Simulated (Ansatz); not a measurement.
# Electron–phonon scattering in Au-Nb-Au stack of (100) layers, part 3 of 3

How good a conductor is Au-Nb-Au stack of (100) layers when only phonons scatter, and how much computing does the answer need?

Ansatz 0.2.0; DFT LDA, scalar-relativistic, plane waves, PAW; PAW set soft_1.

So far, highest frequency, solved or plainly interpolated (cm⁻¹): step 6 (phonons: q 2×2×1, k 6×6×1) 208.

### Step 8. Resistivity: q 4×4×1, k 12×12×1, scattering 20×20×1

The next rung changes the q mesh, which sets the reach of the force constants and couplings; the k mesh of the density and its response; the scattering mesh, which samples the Fermi surface.

The input, input.yaml:

```yaml
crystal:
  lattice:
    - [2.8023030303, 0.0, 0.0]
    - [0.0, 2.8023030303, 0.0]
    - [0.0, 0.0, 32.1154791709]
  atoms:
    - { symbol: Au, position: [0.0, 0.0, 0.173868953] }
    - { symbol: Nb, position: [0.5, 0.5, 0.2359880717] }
    - { symbol: Au, position: [0.0, 0.0, 0.2981071904] }
  periodic: [true, true, false]
kpoints:
  mp_grid: { grid: [12, 12, 1] }
hamiltonian:
  xc: lda
  pseudopotentials: { kind: paw, azcp: { folder: soft_1 }, xc_functional: pbe }
scf:
  occupations: { method: methfessel_paxton, width: 0.2 }
output:
  eigenvalues: true
phonons:
  method: dfpt
  qmesh: [4, 4, 1]
  temperatures: { t_max: 1000, t_step: 50 }
  qpath:
    path: [[0.0, 0.0, 0.0], [0.0, 0.5, 0.0], [0.5, 0.5, 0.0], [0.0, 0.0, 0.0]]
    npoints: 10
  electrical_resistivity:
    mesh: [20, 20, 1]
    temperatures: [20.0, 50.0, 77.0, 100.0, 150.0, 200.0, 300.0, 400.0, 600.0, 800.0]
```

Command:

```bash
> ansatz run input.yaml --threads 8 --pin off --max-ram 20480MiB --backend cpu --events-out ev --progress --plain --runs-dir out
```

Numbers of over 12 decimals in the logs are rounded to 6 here.

The program printed:

```text
[...]
Crystal: 3 atoms, lattice volume = 252.200 Å³
Basis set: ecut = 420 eV, 4999 PW (Γ), exchange–correlation on 40×40×432 points (8 copies of the dense FFT grid, shifted against one another)
Bands: 31, of which v1, the nominal top of the filled ones, is band 26 counted from 1 (25 counted from 0)
Symmetry: 16 space group operations
k-points: 28 of 144 (irreducible under 8 space group operations)
[...]
SCF iter   1: F=—  HF=-30176.796565 eV  |F-HF|=—  |Δ(HF+E_count)|=         —  Δρ=4.92e-2  dr2=1.32e1  ethr=3.10e-3  ⟨swp⟩=13.4  Hψ=6521  notcnv=0
[...]
SCF iter  15: F=-30174.455483 eV  HF=-30174.455483 eV  |F-HF|=3.64e-11  |Δ(HF+E_count)|=  7.24e-10  S|Δr|=    0.00e0  Δρ=3.09e-8  dr2=4.84e-12  ethr=1.00e-12  ⟨swp⟩=16.9  Hψ=6878  notcnv=0
SCF 1 converged in 15 iterations: F = -30174.455483 eV  dr2 = 4.84e-12
[...]
k-points: 28 of 144
SCF iter   1: F=—  HF=-30176.796565 eV  |F-HF|=—  |Δ(HF+E_count)|=         —  Δρ=4.92e-2  dr2=1.32e1  ethr=3.10e-3  ⟨swp⟩=13.4  Hψ=6521  notcnv=0
[...]
SCF iter  15: F=-30174.455483 eV  HF=-30174.455483 eV  |F-HF|=2.18e-11  |Δ(HF+E_count)|=  8.08e-10  S|Δr|=    0.00e0  Δρ=3.07e-8  dr2=4.75e-12  ethr=1.00e-12  ⟨swp⟩=4.4  Hψ=2466  notcnv=0
SCF 2 converged in 15 iterations: F = -30174.455483 eV  dr2 = 4.75e-12
[...]
SCF converged after 15 iterations
[...]
Free energy (F): -30174.455483 eV
[...]
Internal energy: -30174.452870 eV  (E = F + TS)
E sigma→0 (E₀):  -30174.454830 eV
Entropy (-TS):   -0.002613 eV (-0.871 meV/atom)
Fermi energy:    -4.878298 eV
[...]
--- Band table (eV; the first three rows and the last of 28) ---
  k-point 0: bands = [... 22 lower, -7.6956, -7.6612, -7.3428, -6.7963, -4.4009, -3.6676, -2.3663, -2.3663, ... 1 higher]
  k-point 1: bands = [... 22 lower, -7.7909, -7.7735, -7.1398, -6.6413, -4.2054, -4.0643, -2.3157, -1.9067, ... 1 higher]
  k-point 2: bands = [... 22 lower, -8.0545, -8.0414, -6.7816, -6.1577, -4.6227, -3.6688, -2.1966, -1.6260, ... 1 higher]
  k-point 27: bands = [... 22 lower, -6.3232, -5.2843, -5.2843, -2.3012, -1.6206, -1.6206, 0.2274, 1.2053, ... 1 higher]
[...]
ASR residual: 2.939e-5 → 0.000e0 eV/Å²; symmetrization residual: 4.982e-7 eV/Å²
[...]
ASR residual per site (eV/Å²): 2.94e-5 2.30e-5 2.93e-5
  Γ frequencies (cm⁻¹): 0.00 0.00 0.00 66.25 66.25 99.19 149.33 149.33 210.10
--- Phonons (arbitrary-q DFPT): 6 irreducible q on the 4×4×1 mesh ---
[...]
interpolated dispersion: 31 rows × 9 modes
[...]
--- Electrical resistivity: potentials and phonons of a 4×4×1 supercell ---
  scattering by harmonic phonons alone, with no dipole-dipole term; scattering by other electrons, impurities, surfaces and spin disorder is left out, and so is spin–orbit coupling
  the resistivity is that of a variational response, whose dependence on the energy is improved iteratively
  tensors lie in the sheet's plane, the Hall coefficient along its normal; that, the resistivity and the plasma energy are of the whole cell, vacuum included; the cell is 32.115 Å high
  at the Fermi level of each mesh (of a tensor half of its trace):
           mesh   spin    states/(eV spin)  plasma energy (eV)         λ      λ_tr    ħω_log (meV)
        20×20×1                     1.6280              3.6306    1.2931    1.5019           9.759
        10×10×1                     1.3913              3.4502    1.4960    1.8314           8.695
          5×5×1                     1.5757              3.3314    1.6357    2.0799           9.795
  resistivity on the deck's mesh, µΩ·cm:
     T (K)       trace/2  mesh converged            xx            yy            zz    lowest order   relaxation time
     20.00     9.8956e-1              no     9.8956e-1     9.8956e-1      0.0000e0        1.8329e0          1.0241e0
     50.00      1.1220e1              no      1.1220e1      1.1220e1      0.0000e0        1.4264e1          1.0966e1
     77.00      2.3412e1              no      2.3412e1      2.3412e1      0.0000e0        2.7938e1          2.3002e1
    100.00      3.3922e1              no      3.3922e1      3.3922e1      0.0000e0        3.9726e1          3.3402e1
    150.00      5.6189e1              no      5.6189e1      5.6189e1      0.0000e0        6.5036e1          5.5440e1
    200.00      7.7984e1              no      7.7984e1      7.7984e1      0.0000e0        9.0131e1          7.7025e1
    300.00      1.2164e2              no      1.2164e2      1.2164e2      0.0000e0        1.4087e2          1.2031e2
    400.00      1.6586e2              no      1.6586e2      1.6586e2      0.0000e0        1.9272e2          1.6428e2
    600.00      2.5341e2              no      2.5341e2      2.5341e2      0.0000e0        2.9796e2          2.5161e2
    800.00      3.3589e2              no      3.3589e2      3.3589e2      0.0000e0        4.0237e2          3.3423e2
  sheet resistance at 20 K: 3.081 Ω
  mean free path at 20 K (of a tensor half of its trace): 312 nm by what each carries, 210 by the Fermi surface alone
  sheet resistance at 50 K: 34.94 Ω
[...]
sheet resistance at 77 K: 72.90 Ω
[...]
sheet resistance at 100 K: 105.6 Ω
[...]
sheet resistance at 150 K: 175.0 Ω
[...]
sheet resistance at 200 K: 242.8 Ω
[...]
sheet resistance at 300 K: 378.8 Ω
[...]
sheet resistance at 400 K: 516.5 Ω
[...]
sheet resistance at 600 K: 789.1 Ω
[...]
sheet resistance at 800 K: 1046 Ω
[...]
the resistivity times a path that all electrons share, by the Fermi surface of the deck's mesh alone (half of the trace): 2.082e-15 Ω·m²
  not converged in the mesh (λ; λ_tr; the resistivity at 20 K by 4.90 %; the resistivity at 50 K by 14.53 %; the resistivity at 77 K by 16.34 %; the resistivity at 100 K by 17.18 %; the resistivity at 150 K by 18.61 %; the resistivity at 200 K by 19.69 %; the resistivity at 300 K by 19.99 %; the resistivity at 400 K by 19.18 %; the resistivity at 600 K by 17.53 %; the resistivity at 800 K by 16.86 %): between neighbo [...]
  vibrations of 16 cells: unjudged by the run; compare a larger repeat
  the changes of the potential over all sites missed a rigid shift's by 1.33 % (the site terms' by 0.01 %)
  at the force constants' own smearing the fine mesh and the k-points of their solves give squared frequencies that differ by 32.4 % of the larger at the most, at (-0.5, -0.5, 0)
```

Wall time 8.8 min (8 threads of Arm Neoverse V1, shared host); peak memory 3.4 GiB.

Numbers from this step:

```
zero point energy                                 : 0.06450 eV/cell
highest frequency, solved or plainly interpolated : 212.5 cm⁻¹
cell height                                       : 32.12 Å
sheet resistance 300K                             : 378.8 Ω/square, mean in the plane
resistivity at 300 K                              : 121.6 μΩ cm, mean of the axes, of the whole cell with its vacuum
coupling constant λ                               : 1.293
density of states at the Fermi level              : 1.628 states/eV a spin and cell
log mean phonon energy ħω_log                     : 9.759 meV
transport coupling constant λ_tr                  : 1.502, 1.502, 0 (xx, yy, zz)
Drude plasma energy                               : 3.631, 3.631, 0 eV (xx, yy, zz), of the whole cell with its vacuum
second-moment phonon energy ħω₂                   : 12.57 meV, from the broadened α²F curve
```

Solved on the 4×4×1 mesh alone; all other wavevectors are interpolated. The phonon branches at the labelled points (cm⁻¹):

| point | branch 1 | branch 2 | branch 3 | branch 4 | branch 5 | branch 6 | branch 7 | branch 8 | branch 9 |
| --- | --- | --- | --- | --- | --- | --- | --- | --- | --- |
| Γ | 0 | 0 | 0 | 66 | 66 | 99 | 149 | 149 | 210 |
| halfway | 41 | 53 | 61 | 69 | 94 | 102 | 137 | 169 | 198 |
| X | 62 | 72 | 73 | 73 | 101 | 105 | 139 | 184 | 203 |
| halfway | 84 | 90 | 98 | 109 | 115 | 117 | 158 | 162 | 212 |
| M | 94 | 103 | 124 | 124 | 135 | 135 | 156 | 209 | 209 |
| halfway | 73 | 76 | 91 | 97 | 102 | 102 | 159 | 181 | 182 |
| Γ | 0 | 0 | 0 | 66 | 66 | 99 | 149 | 149 | 210 |

The phonon branches as a text plot (rows in cm⁻¹):

```
    208 |******           *******************              ******
    199 |      ***   *****            *      *****       **
    190 |         *****                           **   **
    182 |         **   *******      **          **  ***
    173 |       **            *   **              **   **
    164 |      *               ***              **       **
    155 |    **                  ***************    ***    ***
    146 |*******              ***                      **********
    137 |       **     *******         ******
    128 |         ** **             ***    *****
    120 |           *            *****************
    111 |         *******   ******  **          ****
    102 |**     **** **  ***********  *******     *****       ***
     93 |  *******     **     ********************  **********
     84 |      *     ****   ******                **     **
     75 |  ****     *************                   *****  ***
     66 |***********   *******                         **     ***
     58 |      ********                                ****
     49 |    ** *****                                      ***
     40 |  **  ***                                       *****
     31 |    ***
     22 | ***                                              *****
     13 | *                                                   **
      4 |**                                                     *
         Γ               X               M                      Γ
```

The Eliashberg function α²F has structure finer than the step of the table below, so its rows give means over 1 meV, whole bins alone (the curve runs from 0.102 to 26.1 meV). Peaks (meV: height): α²F 5.8: 0.406, 7.3: 0.624, 11.2: 1.07, 13.0: 0.72, 18.8: 0.315, 21.6: 0.817; α²F tr 5.6: 0.538, 7.3: 0.723, 11.2: 1.22, 13.0: 0.712, 18.8: 0.305, 21.6: 0.912, 22.0: 0.622.

Table of Eliashberg function α²F by phonon energy; means over each step:

| phonon energy (meV) | α²F | α²F tr |
| --- | --- | --- |
| 1 | 0.00400 | 0.00293 |
| 2 | 0.00525 | 0.00425 |
| 3 | 0.0108 | 0.00975 |
| 4 | 0.0308 | 0.0364 |
| 5 | 0.283 | 0.387 |
| 6 | 0.347 | 0.429 |
| 7 | 0.532 | 0.649 |
| 8 | 0.396 | 0.530 |
| 9 | 0.371 | 0.490 |
| 10 | 0.342 | 0.432 |
| 11 | 0.620 | 0.710 |
| 12 | 0.523 | 0.511 |
| 13 | 0.574 | 0.556 |
| 14 | 0.408 | 0.374 |
| 15 | 0.110 | 0.0946 |
| 16 | 0.222 | 0.205 |
| 17 | 0.178 | 0.201 |
| 18 | 0.181 | 0.206 |
| 19 | 0.189 | 0.181 |
| 20 | 0.230 | 0.216 |
| 21 | 0.410 | 0.380 |
| 22 | 0.515 | 0.616 |
| 23 | 0.355 | 0.450 |
| 24 | 0.238 | 0.295 |
| 25 | 0.160 | 0.211 |

Of the whole cell with its vacuum, so only the sheet resistance is a property of the layer; the means are those of the plane. Resistivity, by row:

| T (K) | ρ_xx (μΩ cm) | ρ_yy | ρ_zz | ρ by Ziman's lowest order, mean | ρ by relaxation times, mean | within 2 % of the coarser mesh |
| --- | --- | --- | --- | --- | --- | --- |
| 20 | 0.9896 | 0.9896 | - | 1.833 | 1.024 | no |
| 50 | 11.22 | 11.22 | - | 14.26 | 10.97 | no |
| 77 | 23.41 | 23.41 | - | 27.94 | 23 | no |
| 100 | 33.92 | 33.92 | - | 39.73 | 33.4 | no |
| 150 | 56.19 | 56.19 | - | 65.04 | 55.44 | no |
| 200 | 77.98 | 77.98 | - | 90.13 | 77.03 | no |
| 300 | 121.6 | 121.6 | - | 140.9 | 120.3 | no |
| 400 | 165.9 | 165.9 | - | 192.7 | 164.3 | no |
| 600 | 253.4 | 253.4 | - | 298 | 251.6 | no |
| 800 | 335.9 | 335.9 | - | 402.4 | 334.2 | no |

The cell's resistivity over its height. Sheet resistance, along x against temperature:

| temperature (K) | sheet resistance, along x (Ω/square) |
| --- | --- |
| 20 | 3.08 |
| 50 | 34.9 |
| 77 | 72.9 |
| 100 | 106 |
| 150 | 175 |
| 200 | 243 |
| 300 | 379 |
| 400 | 516 |
| 600 | 789 |
| 800 | 1046 |

Some points of the scattering mesh along the symmetry lines, up to three branches each (those of largest λ), at most 39 rows; the frequencies are those of the scattering step, which can differ from the solved and plainly interpolated ones; single rows converge slowly. Mode couplings:

| q1 | q2 | q3 | branch | ħω (meV) | λ_q | half width (meV) |
| --- | --- | --- | --- | --- | --- | --- |
| 0 | 0.3 | 0 | 2 | 7.06 | 0.483 | 0.123 |
| 0 | 0.3 | 0 | 3 | 7.62 | 0.146 | 0.0434 |
| 0 | 0.3 | 0 | 8 | 21.67 | 0.176 | 0.422 |
| 0.1 | 0.5 | 0 | 1 | 4.27 | 4.03 | 0.376 |
| 0.1 | 0.5 | 0 | 2 | 7.43 | 0.284 | 0.0802 |
| 0.1 | 0.5 | 0 | 5 | 11.56 | 0.307 | 0.21 |
| 0.4 | 0.5 | 0 | 2 | 11.92 | 0.85 | 0.618 |
| 0.4 | 0.5 | 0 | 4 | 13.6 | 0.233 | 0.221 |
| 0.4 | 0.5 | 0 | 9 | 25.25 | 0.125 | 0.408 |
| 0.3 | 0.3 | 0 | 1 | 9.55 | 0.148 | 0.069 |
| 0.3 | 0.3 | 0 | 2 | 10.17 | 0.186 | 0.0982 |
| 0.3 | 0.3 | 0 | 7 | 19.96 | 0.217 | 0.442 |

Largest shares of lambda; single rows converge slowly. Strongest modes:

| q1 | q2 | q3 | star | branch | ħω (meV) | λ_q | half width (meV) |
| --- | --- | --- | --- | --- | --- | --- | --- |
| 0.1 | 0.45 | 0 | 8 | 1 | 4.856 | 2.203 | 0.2657 |
| 0.1 | -0.5 | 0 | 4 | 1 | 4.271 | 4.032 | 0.3761 |
| 0.05 | 0.45 | 0 | 8 | 1 | 5.025 | 1.588 | 0.2051 |
| 0.15 | 0.45 | 0 | 8 | 1 | 7.422 | 1.157 | 0.3259 |
| 0.2 | 0.45 | 0 | 8 | 2 | 9.417 | 1.135 | 0.5147 |
| 0.1 | 0.4 | 0 | 8 | 1 | 5.875 | 0.9626 | 0.1699 |
| 0.4 | 0.45 | 0 | 8 | 3 | 12.19 | 0.9532 | 0.7246 |
| 0.05 | -0.5 | 0 | 4 | 1 | 5.481 | 1.554 | 0.2388 |

300 K. Table of cumulative share of the conductivity, along x by mean free path:

| mean free path (nm) | cumulative share of the conductivity, along x |
| --- | --- |
| 0.355 | 0.00233 |
| 0.398 | 0.00402 |
| 0.447 | 0.00562 |
| 0.501 | 0.00689 |
| 0.562 | 0.0136 |
| 0.631 | 0.0244 |
| 0.708 | 0.0270 |
| 0.794 | 0.0299 |
| 0.891 | 0.037 |
| 1 | 0.0460 |
| 1.12 | 0.0715 |
| 1.26 | 0.110 |
| 1.41 | 0.168 |
| 1.58 | 0.304 |
| 1.78 | 0.439 |
| 2.00 | 0.586 |
| 2.24 | 0.778 |
| 2.51 | 0.819 |
| 2.82 | 0.863 |
| 3.16 | 0.888 |
| 3.55 | 0.931 |
| 3.98 | 0.969 |
| 4.47 | 0.986 |

Resistivity by mesh:

| mesh | T (K) | mean rho (μΩ cm) |
| --- | --- | --- |
| 20x20x1 | 20 | 0.9896 |
| 20x20x1 | 300 | 121.6 |
| 20x20x1 | 800 | 335.9 |
| 10x10x1 | 20 | 1.038 |
| 10x10x1 | 300 | 146 |
| 10x10x1 | 800 | 392.5 |
| 5x5x1 | 20 | 1.005 |
| 5x5x1 | 300 | 147.2 |
| 5x5x1 | 800 | 343.9 |

Harmonic. Thermo, by row:

| T (K) | F_vib (meV/atom) | S (J/mol-atom/K) | C_V (J/mol-atom/K) |
| --- | --- | --- | --- |
| 0 | 21.5 | 0 | 0 |
| 50 | 20.38 | 6.614 | 11.66 |
| 100 | 14.01 | 17.64 | 19.58 |
| 150 | 2.55 | 26.17 | 22.25 |
| 200 | -12.78 | 32.74 | 23.35 |
| 250 | -31.16 | 38.02 | 23.89 |
| 300 | -52.03 | 42.4 | 24.2 |
| 350 | -75 | 46.15 | 24.39 |
| 400 | -99.78 | 49.41 | 24.52 |
| 450 | -126.2 | 52.31 | 24.6 |
| 500 | -153.9 | 54.9 | 24.66 |
| 550 | -183 | 57.26 | 24.71 |
| 600 | -213.2 | 59.41 | 24.74 |
| 650 | -244.6 | 61.39 | 24.77 |
| 700 | -276.8 | 63.23 | 24.79 |
| 750 | -310.1 | 64.94 | 24.81 |
| 800 | -344.1 | 66.54 | 24.82 |
| 850 | -379 | 68.04 | 24.84 |
| 900 | -414.6 | 69.46 | 24.85 |
| 950 | -451 | 70.81 | 24.86 |
| 1000 | -488 | 72.08 | 24.86 |

The modes has structure finer than the step of the table below, so its rows give means over 10 cm⁻¹, whole bins alone (the curve runs from -10 to 228 cm⁻¹). Peaks (cm⁻¹: height): Au 72.5: 0.0869, 93.5: 0.110, 109.9: 0.0763; Nb 111.4: 0.0176, 147.4: 0.0326, 154.9: 0.0354, 168.4: 0.0282, 183.4: 0.0340, 193.9: 0.0363, 207.4: 0.0436.

Phonopy on the run's constants, 21x21x1 mesh, Gaussian sigma 2.0 cm⁻¹. Modes against wavenumber; means over each step; values in 1/cm⁻¹/cell:

| wavenumber (cm⁻¹) | Au | Nb |
| --- | --- | --- |
| 0 | 6.1e-4 | 1.4e-4 |
| 10 | 0.00240 | 5.6e-4 |
| 20 | 0.00626 | 0.00144 |
| 30 | 0.00775 | 0.00172 |
| 40 | 0.0128 | 0.00278 |
| 50 | 0.0167 | 0.00372 |
| 60 | 0.0399 | 0.00886 |
| 70 | 0.0758 | 0.00888 |
| 80 | 0.0709 | 0.00824 |
| 90 | 0.0876 | 0.00870 |
| 100 | 0.0697 | 0.00825 |
| 110 | 0.0675 | 0.0163 |
| 120 | 0.0446 | 0.0108 |
| 130 | 0.0243 | 0.00681 |
| 140 | 0.0166 | 0.0138 |
| 150 | 0.00989 | 0.0290 |
| 160 | 0.00922 | 0.0242 |
| 170 | 0.00835 | 0.0222 |
| 180 | 0.00941 | 0.0278 |
| 190 | 0.00783 | 0.0299 |
| 200 | 0.00696 | 0.0362 |
| 210 | 0.00437 | 0.0292 |
| 220 | 3.9e-5 | 3.5e-4 |

The run reports squared frequencies that differ by up to 32 % between the solve mesh and the fine mesh. Some states were left unconverged by the eigensolver. By its own test the run is not converged in the mesh. λ = 1.29 and 379 Ω per square at 300 K. The run's own test puts 20 % between its two finest meshes on the component of the resistivity at 300 K that moves most, so it is not converged. By the run's own test λ moves by 16 % between its two finest scattering meshes.

### Step 9. What came out

```yaml
run: LDA, q 4×4×1, k 12×12×1, scattering 20×20×1
coupling_constant_lambda: 1.29
log_mean_phonon_energy_omega_log: 9.76 meV
states_at_the_fermi_level: 1.63 states/eV/spin/cell
sheet_resistance_at_300_k: 379 Ω per square
change_between_its_two_finest_scattering_meshes: λ 16 %, resistivity at 300 K 20 %
time_of_that_run: 8.8 min
```

**Reading.** On the last rung that gave a resistivity at the base settings (q 4×4×1, k 12×12×1, scattering 20×20×1), Au-Nb-Au stack of (100) layers has λ = 1.3 and a phonon-limited sheet resistance of 379 Ω per square at 300 K. Twice the integral of α²F/ω over this curve gives λ = 1.3, half of it from below 10.1 meV. The coupling is strong (λ = 1.3), so phonons raise the electrons' mass at the Fermi surface by about 129 %, if this value holds on finer meshes. By the run's own test λ moves by 16 % between the two scattering meshes. Values of ρ(T) under 50 K rest on the softest modes, mostly interpolated ones, and are the least sure of the table. The high-temperature form ρ = 2π k_B T λ_tr/(ħ ε₀ ω_p²) gives 138 μΩ cm along x at 300 K, against 122 from the Boltzmann equation. The three lowest branches give 60 % of λ. By the run's own test, which takes the component that moves most, the resistivity at 300 K moves by 20 % between its two finest scattering meshes, so it is not converged. In the run quoted no mode is imaginary at the wavevectors of the 4×4×1 mesh; another run of the session found or stopped at an imaginary mode. A coarser run stopped at an imaginary mode, so the soft modes hang on the meshes. Only scattering by harmonic phonons counts; impurities, grain boundaries and thermal expansion are left out. The resistivity belongs to the whole cell, vacuum included; the sheet resistance is the quantity that does not depend on the vacuum. Spin–orbit coupling, left out here, matters for Au. The PAW files were made for PBE; under other functionals the run regenerates their frozen core. The c of the given cell is the typed one; the program laid its own vacuum and ran the layer in a cell 32.1 Å high. The structure was built by hand as an ordered model, and its stability against other phases was not tested.

[Logs are printed without paths, hosts, clocks, repeated set-up lines and the standing remarks that a program may print on its own settings, such as how far it seeks lower states.]

[Hosts, paths, dates, database ids (printed as entryN), source tags and the programs' standing remarks are cut or masked in the printed files.]
